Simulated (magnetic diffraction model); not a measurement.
**Which magnetic order? FeBiS4**

Space group Pbcn (no. 60), a = 5.9690 Å, b = 15.0960 Å, c = 6.4860 Å.

| site | atom | x | y | z |
| --- | --- | --- | --- | --- |
| 4c | Bi | 1/2 | 0.3293 | 1/4 |
| 4c | Fe | 0 | 0.5655 | 1/4 |
| 8d | S | 0.7549 | 0.4389 | 0.4187 |
| 8d | S | 0.7684 | 0.6955 | 0.4265 |

This is a made-up structure (elements placed in a structure type, unrelaxed), so the numbers test the method and describe no known phase.

Only Fe is taken to order (form factors of Fe3+); orders and moment sizes are assumed, and not adapted to the symmetry. Radiation: neutrons of λ = 2.52 Å, 8° to 45°; isotropic B of 0.3 Å² (Bi), 0.43 Å² (Fe) and 0.7 Å² (S). Simulated constant-wavelength pattern: nuclear and magnetic terms add, the magnetic one as |2.695 fm × Σ f S⊥ exp(2πi Q·r) exp(−B s²)|², summed over all Q at one angle with the factor 1/(sin²θ cos θ). For collinear order S is the moment m, which repeats by lattice and centring translations R with the sign exp(−2πi k·R). Free-ion form factors, Sears's scattering lengths of 1992, no absorption; a label names one of the reflections at its angle. The strongest nuclear line in the range is 100, and lines under 0.2 are left out.

Above the ordering temperature:

```csv
2θ (°),index,I
19.22,(0 2 0),1.3
26.24,(1 1 0),15.8
34.77,(1 1 1),100.0
38.23,(1 3 0),39.2
39.01,(0 4 0),1.3
44.77,(1 3 1),30.7
```

Below it (cell unchanged):

```
2θ (°)      I
 11.15  108.0
 19.22    1.3
 22.27   40.8
 26.24   15.8
 28.59   60.2
 33.88   10.2
 34.77  100.0
 38.23   39.2
 39.01    1.3
 39.24    7.3
 39.95   20.1
 40.69    4.2
 43.35   19.9
 44.77   30.7
```

**Question.** Find the propagation vector, then choose among these models:
A. collinear moments along [111], 4.53 μB on Fe; signs + at (0, 0.5655, 1/4), − at (0, 0.4345, 3/4), + at (1/2, 0.9345, 3/4), − at (1/2, 0.0655, 1/4)
B. collinear moments along [100], 4.53 μB on Fe; signs + at (0, 0.5655, 1/4), − at (0, 0.4345, 3/4), − at (1/2, 0.9345, 3/4), + at (1/2, 0.0655, 1/4)
C. collinear moments along [100], 4.53 μB on Fe; signs + at (0, 0.5655, 1/4), − at (0, 0.4345, 3/4), + at (1/2, 0.9345, 3/4), − at (1/2, 0.0655, 1/4)
D. collinear moments along [111], 4.53 μB on Fe; signs + at (0, 0.5655, 1/4), − at (0, 0.4345, 3/4), − at (1/2, 0.9345, 3/4), + at (1/2, 0.0655, 1/4)

The new lines index as (0 0 1/2) at 11.15°, (0 2 -1/2) at 22.27°, (1 1 1/2) at 28.59° and (0 0 3/2) at 33.88°, that is as H ± k with k = (0 0 1/2). Half indices mean that the moments reverse under translations with k·R a half-integer, and the magnetic cell has twice the primitive volume.

Magnetic intensity, observed (below minus above) and for each model:

| 2θ (°) | index | observed | A | B | C | D |
| --- | --- | --- | --- | --- | --- | --- |
| 11.15 | (0 0 1/2) | 108.0 | <0.2 | 125.3 | <0.2 | 108.0 |
| 14.72 | (0 1 1/2) | <0.2 | 118.7 | <0.2 | 141.9 | <0.2 |
| 22.27 | (0 2 -1/2) | 40.8 | <0.2 | 59.5 | <0.2 | 40.8 |
| 26.87 | (1 0 1/2) | <0.2 | 34.9 | <0.2 | 6.9 | <0.2 |
| 28.59 | (1 1 1/2) | 60.2 | <0.2 | 18.6 | <0.2 | 60.2 |
| 31.16 | (0 3 1/2) | <0.2 | 13.4 | <0.2 | 28.5 | <0.2 |
| 33.25 | (1 2 -1/2) | <0.2 | 39.1 | <0.2 | 22.4 | <0.2 |
| 35.29 | (0 1 3/2) | <0.2 | 14.8 | <0.2 | 21.5 | <0.2 |

Model D matches.

The structure used: k = (0 0 1/2), collinear moments along [111], 4.53 μB on Fe; signs + at (0, 0.5655, 1/4), − at (0, 0.4345, 3/4), − at (1/2, 0.9345, 3/4), + at (1/2, 0.0655, 1/4).

[Logs are printed without paths, hosts, clocks, repeated set-up lines and the standing remarks that a program may print on its own settings, such as how far it seeks lower states.]
